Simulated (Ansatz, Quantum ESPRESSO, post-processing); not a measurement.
# Ag(111) with three reversed steps (a thin twin lamella): ballistic transmission, part 4 of 4

Wanted: the transmission near the Fermi level and the conductance of this junction: Ag(111) with three reversed steps (a thin twin lamella).

Quantum ESPRESSO 7.5; plane-wave DFT, LDA, GBRV ultrasoft pseudopotentials; cross-check by Ansatz 0.2.0 with PAW datasets.

So far. Step 3 (Transmission with pwcond.x): At no point does T exceed the number of channels. Step 5 (Transmission with pwcond.x, with ikind = 2): The message: “init_orbitals (1): Too big atomic spheres”. ikind = 2 asks for a second, right-hand lead, for which no boundary (bdr) or run was given; ikind = 1 fits one lead on both sides.

**6. Cross-check with Ansatz**

A second code with its own PAW datasets, on the same atoms.

Level of this step: plane-wave DFT, LDA, Ansatz PAW (Ansatz 0.2.0).

input.yaml

```yaml
crystal:
  lattice:
    - [2.9344931419, 0.0, 0.0]
    - [1.467246571, 2.5413456081, 0.0]
    - [0.0, 0.0, 50.3160759599]
  atoms:
    - { symbol: Ag, position: [0.0, 0.0, 0.0] }
    - { symbol: Ag, position: [0.333333333, 0.333333333, 0.0476190476] }
    - { symbol: Ag, position: [0.666666667, 0.666666667, 0.0952380952] }
    - { symbol: Ag, position: [0.0, 0.0, 0.1428571429] }
    - { symbol: Ag, position: [0.333333333, 0.333333333, 0.1904761905] }
    - { symbol: Ag, position: [0.666666667, 0.666666667, 0.2380952381] }
    - { symbol: Ag, position: [0.0, 0.0, 0.2857142857] }
    - { symbol: Ag, position: [0.333333333, 0.333333333, 0.3333333333] }
    - { symbol: Ag, position: [0.666666667, 0.666666667, 0.380952381] }
    - { symbol: Ag, position: [0.333333333, 0.333333333, 0.4285714286] }
    - { symbol: Ag, position: [0.0, 0.0, 0.4761904762] }
    - { symbol: Ag, position: [0.666666667, 0.666666667, 0.5238095238] }
    - { symbol: Ag, position: [0.0, 0.0, 0.5714285714] }
    - { symbol: Ag, position: [0.333333333, 0.333333333, 0.619047619] }
    - { symbol: Ag, position: [0.666666667, 0.666666667, 0.6666666667] }
    - { symbol: Ag, position: [0.0, 0.0, 0.7142857143] }
    - { symbol: Ag, position: [0.333333333, 0.333333333, 0.7619047619] }
    - { symbol: Ag, position: [0.666666667, 0.666666667, 0.8095238095] }
    - { symbol: Ag, position: [0.0, 0.0, 0.8571428571] }
    - { symbol: Ag, position: [0.333333333, 0.333333333, 0.9047619048] }
    - { symbol: Ag, position: [0.666666667, 0.666666667, 0.9523809524] }
kpoints:
  mp_grid: { grid: [9, 9, 1] }
hamiltonian:
  xc: lda
scf:
  occupations: { method: fermi_dirac, width: 0.1 }
  convergence: { dr2_threshold: 1.0e-08 }
output:
  transmission: { leads: [[0, 3]], e_range: [-0.4, 0.4], de: 0.4, kmesh: [10, 10] }
  write_potential: true
  write_density: true
  volumetric_format: npy
```

Started as:

```bash
> ansatz run input.yaml --threads 8 --pin off --max-ram 16384MiB --backend cpu --events-out ev --progress --plain --runs-dir out
```

Numbers of over 12 decimals in the logs are rounded to 6 here.

The program printed:

```text
Engine: ansatz 0.2.0, aarch64-unknown-linux-gnu
Pseudopotentials: kind: paw
Pseudopotential: Ag, paw, valence charge 19, recommended cutoff 420 eV (normal), Ag.paw.azcp
Functional definition: SPW92
  exchange = slater_x
  correlation = pw_c
Crystal: 21 atoms, lattice volume = 375.235 Å³
Basis set: ecut = 420 eV, 7237 PW (Γ)
Bands: 240, of which v1, the nominal top of the filled ones, is band 200 counted from 1 (199 counted from 0)
Symmetry: 12 space group operations
Space group: P-3m1 (ITA 164), of the structure as read, at distance tolerance 7.2e-5 Å
k-points: 12 of 81
Non-local potential: Ag, projectors of the file, l = 0: 3, l = 1: 2, l = 2: 2, l = 3: 1
PAW form: soft (Blöchl's): semilocal exchange-correlation on the pseudo side does not see the compensation charge
PAW frozen core: Ag, regenerated for the run's functional, and the local potential with it (the file was generated under x = pbe(κ = 0.804, μ = 0.219515), c = pbe(β = 0.066725))
PAW one-centre angular grid: Ag, 590 points (default); XC on 64 Gauss nodes
Initial density: superposition of atomic densities (neutral atoms: chi_scale 0, normalization atom), corrected by the library's trained network
Initial wavefunctions: pseudopotential atomic-orbital guess
Functional: x = slater, c = lda
SCF iter   1: F=—  HF=-156620.143184 eV  |F-HF|=—  |Δ(HF+E_count)|=         —  Δρ=1.39e-2  dr2=6.58e-1  ethr=1.77e-3  ⟨swp⟩=4.4  Hψ=8534  notcnv=0  defer=188
preconditioner: auto → Kerker (q_TF=auto, 2.756 Å⁻¹)  [metal: Δε(μ)=0.139 eV  Ē_g=10.623 eV  σ=0.100 eV  W_gap=0.33  n_scr=158 (ndim 8)  ℏωp=29.1 eV  f_vac=0.000  D(μ)=3.20/eV (n_scr^D=18)]
SCF iter   2: F=—  HF=-156619.976894 eV  |F-HF|=—  |Δ(HF+E_count)|=   1.66e-1  Δρ=4.25e-3  dr2=6.34e-2  ethr=1.65e-4  ⟨swp⟩=2.2  Hψ=4653  notcnv=0  defer=271
SCF iter   3: F=—  HF=-156619.963411 eV  |F-HF|=—  |Δ(HF+E_count)|=   1.35e-2  Δρ=1.68e-3  dr2=1.83e-2  ethr=1.59e-5  ⟨swp⟩=2.2  Hψ=3196  notcnv=0  defer=271
SCF iter   4: F=—  HF=-156619.962378 eV  |F-HF|=—  |Δ(HF+E_count)|=   1.03e-3  Δρ=1.96e-4  dr2=6.55e-3  ethr=4.58e-6  ⟨swp⟩=1.2  Hψ=2650  notcnv=0  defer=271
SCF iter   5: F=—  HF=-156619.962325 eV  |F-HF|=—  |Δ(HF+E_count)|=   5.34e-5  Δρ=2.23e-4  dr2=1.44e-3  ethr=1.64e-6  ⟨swp⟩=1.0  Hψ=2566  notcnv=0  defer=271
SCF iter   6: F=—  HF=-156619.962284 eV  |F-HF|=—  |Δ(HF+E_count)|=   4.04e-5  Δρ=5.46e-5  dr2=1.45e-5  ethr=3.62e-7  ⟨swp⟩=1.0  Hψ=2566  notcnv=0  defer=271
SCF iter   7: F=—  HF=-156619.962752 eV  |F-HF|=—  |Δ(HF+E_count)|=   4.67e-4  Δρ=3.14e-5  dr2=1.14e-5  ethr=3.63e-9  ⟨swp⟩=2.0  Hψ=4855  notcnv=0  defer=294
SCF iter   8: F=—  HF=-156619.962751 eV  |F-HF|=—  |Δ(HF+E_count)|=   8.57e-7  Δρ=5.87e-6  dr2=1.39e-6  ethr=2.87e-9  ⟨swp⟩=2.0  Hψ=3211  notcnv=0  defer=294
SCF iter   9: F=—  HF=-156619.962751 eV  |F-HF|=—  |Δ(HF+E_count)|=   1.03e-7  Δρ=2.78e-6  dr2=3.08e-7  ethr=3.48e-10  ⟨swp⟩=1.6  Hψ=2580  notcnv=0  defer=294
SCF iter  10: F=—  HF=-156619.962751 eV  |F-HF|=—  |Δ(HF+E_count)|=   2.74e-8  Δρ=2.09e-6  dr2=7.90e-8  ethr=7.73e-11  ⟨swp⟩=2.1  Hψ=3525  notcnv=0  defer=294
SCF iter  11: F=—  HF=-156619.962751 eV  |F-HF|=—  |Δ(HF+E_count)|=   4.89e-9  Δρ=6.52e-7  dr2=1.56e-8  ethr=1.98e-11  ⟨swp⟩=1.8  Hψ=3271  notcnv=0  defer=294
SCF iter  12: F=-156619.962751 eV  HF=-156619.962751 eV  |F-HF|=4.37e-9  |Δ(HF+E_count)|=  7.57e-10  Δρ=2.25e-7  dr2=4.51e-9  ethr=2.51e-12  ⟨swp⟩=8.9  Hψ=9902  notcnv=0
SCF 1 converged in 12 iterations: F = -156619.962751 eV  dr2 = 4.51e-9
  greatest PAW one-centre occupation: 1.002 electrons in one spin orbital (limit 2), on the Ag atom at site 11 (counted from 0), in its partial waves of l = 0
transmission: 96 of 882 steps passed
transmission: 180 of 882 steps passed
[...]
transmission: 882 of 882 steps passed
SCF converged after 12 iterations
Free energy (F): -156619.962751 eV
Harris-Foulkes:  -156619.962751 eV  (|F-HF|=4.37e-9)
Internal energy: -156619.853720 eV  (E = F + TS)
E sigma→0 (E₀):  -156619.908235 eV
Entropy (-TS):   -0.109031 eV (-5.192 meV/atom)
Fermi energy:    15.956836 eV
--- Per-component energies (eV) ---
  E_band       = -5407.424604
  E_kinetic    = 11059.975119
  E_local      = -47682.712175  (includes V_loc(G=0)·N_el)
  E_nonlocal   = 1818.880867
  E_hartree    = 21495.004153
  E_xc         = -3848.259671
  E_vxc        = -4914.825060  (∫ρ·V_xc dr)
  E_paw        = -79176.922829  (= ΣΔE_a)
  E_vpaw       = -8678.756753  (= ΣTr[D̂ρ^β])
  E_aug_tail   = 0.005790  (compensation charges beyond the density's cutoff)
  E_ewald      = -60301.045931
  E_core_change = 15.220957  (= ΣΔE_core)
  E_smearing   = -0.109031  (= −TS)
  E_closure    = -0.000000  (closes the sum)
  Σ components = -156619.962751   (vs F -156619.962751, Δ=0.00e0)
--- Band table (eV; the first three rows and the last of 12) ---
  k-point 0: bands = [... 196 lower, 12.9612, 12.9612, 12.9675, 12.9675, 13.0207, 13.0207, 13.0335, 13.0335, ... 36 higher]
  k-point 1: bands = [... 196 lower, 12.9623, 12.9971, 13.0067, 13.0336, 13.0505, 13.2260, 13.6372, 13.7830, ... 36 higher]
  k-point 2: bands = [... 196 lower, 13.0595, 13.0676, 13.0873, 13.5262, 13.7860, 14.1723, 14.6625, 14.9476, ... 36 higher]
  k-point 11: bands = [... 196 lower, 18.9405, 18.9405, 19.1200, 19.1200, 19.1209, 19.1211, 19.1221, 19.1221, ... 36 higher]
--- Transmission ---
  basis      : 61 plane waves across, 63 finite elements along
  points     : 14, standing for a mesh of 10 x 10
  energies   : 3 from -0.400000 to 0.400000 eV about the Fermi level, 0.400000 eV apart; the leads are filled to 0.000000 eV, and channels, transmission and decay are at 0.000000 eV
  crystal 0  : Ag3, at the sites [0, 3], period 7.1880 Å, over 45.52 Å; its Hamiltonian steps by up to 0.2 meV
    offset         : up to 0.0000 Å between an atom of the period and one for which it stands
    channels       : 8.700000e-1 a spin
    conductance    : none, the energies end too early or step too widely for 300 K: set another output.transmission.e_range or a lower de, or, where they end at an eighth of basis.ecutwfc, a higher one
    slowest decay  : 0.0952 /Å at (0.0000, 0.0000)
  junction   : crystal 0 to crystal 0, -1.90 to 41.23 Å
    transmission   : 8.671247e-1 a spin
    conductance    : none, the energies end too early or step too widely for 300 K: set another output.transmission.e_range or a lower de, or, where they end at an eighth of basis.ecutwfc, a higher one
```

The job ended after 29 s (8 threads of Arm Neoverse N1, shared host; peak memory 3.1 GiB).

Numbers from this step:

- free energy: -156619.9628 eV
- energy at zero smearing: -156619.9082 eV
- smearing term TS: 0.1090 eV
- Fermi energy: 15.96 eV
- symmetry operations: 12
- transmission at the Fermi level, one spin: 0.8671
- step of the lead's Hamiltonian over a period: 0.2 meV

Per spin; mean over the k mesh across the current. Table of transmission, zone mean by energy, zero at the Fermi level:

```
energy (eV)  transmission, zone mean
     -0.400                    0.834
      0.000                    0.867
      0.400                    0.800
```

Per spin; mean over the k mesh across the current. The open channels, zone mean by energy, zero at the Fermi level:

```
energy (eV)  open channels, zone mean
     -0.400                      0.85
      0.000                      0.87
      0.400                      0.81
```

Ansatz finds T = 0.867 against pwcond's 0.865.

**7. All levels side by side**

All levels:

```
                   step  T at the Fermi level (per spin)  conductance (G0)  r.m.s. T(E) from the first  CPU time of the step (s)  peak memory (GiB)
                 Ansatz                           0.8671                 -                           0                     212.9              3.142
                 pwcond                           0.8653            0.8653                     0.04312                     847.8               0.61
pwcond, changed setting                           0.7433            0.7433                     0.09166                     389.8                0.5
```

Per spin; mean over the k mesh across the current. Table of transmission, zone mean by energy, zero at the Fermi level:

```
energy (eV)  Ansatz  pwcond  pwcond, changed setting
     -0.400   0.834   0.789                    0.754
      0.000   0.867   0.865                    0.743
      0.400   0.800   0.859                    0.859
```

**8. The arithmetic**

The Landauer sum over the mesh, Σ w T = 0.1200 × 1 + 0.1200 × 1 + 0.1200 × 0.997 + … = 0.8653.

G = 0.865 × 77.48 µS = 67 µS a cell. Times the area of 7.458 Å², the resistance-area product is A/G = 1.11 fΩ m², the leads' contact resistance included.

Free electrons at 1 an atom (3 atoms in 53.6 Å³) have k_F = 1.183 1/Å and offer A k_F²/4π = 0.83 channels per spin; the lead has 0.87 on this mesh.

**9. Summary of results**

```json
{
  "conductance from T at the Fermi level, a cell (G₀ = 2e²/h)": "0.865 G₀",
  "conductance per area": "899 S/μm²",
  "lead channels per spin": "0.87",
  "the same conductance by Ansatz": "0.867 G₀"
}
```

In words: The junction conducts 0.865 G₀ a cell at the Fermi level (LDA, GBRV ultrasoft). At the Fermi level the junction passes 99 % of what the leads offer, nearly all. At the Fermi level pwcond and Ansatz differ by 0.21 %, a close match. The mean rests on 14 distinct points, the heaviest weighing 0.12, and the mesh was not tested, so even the second digit is unsure. Over -0.4 to 0.4 eV, T lies between 0.79 and 0.87 per spin. The geometry is as built, not relaxed, and the leads are short.

[Logs are printed without paths, hosts, clocks, repeated set-up lines and the standing remarks that a program may print on its own settings, such as how far it seeks lower states.]

[Hosts, paths, dates, database ids (printed as entryN), source tags and the programs' standing remarks are cut or masked in the printed files.]

[Maps of the electrostatic potential energy from Ansatz leave out the sawtooth potential of an applied field or a dipole correction, so their vacuum need not be flat; planar profiles and work functions include it.]
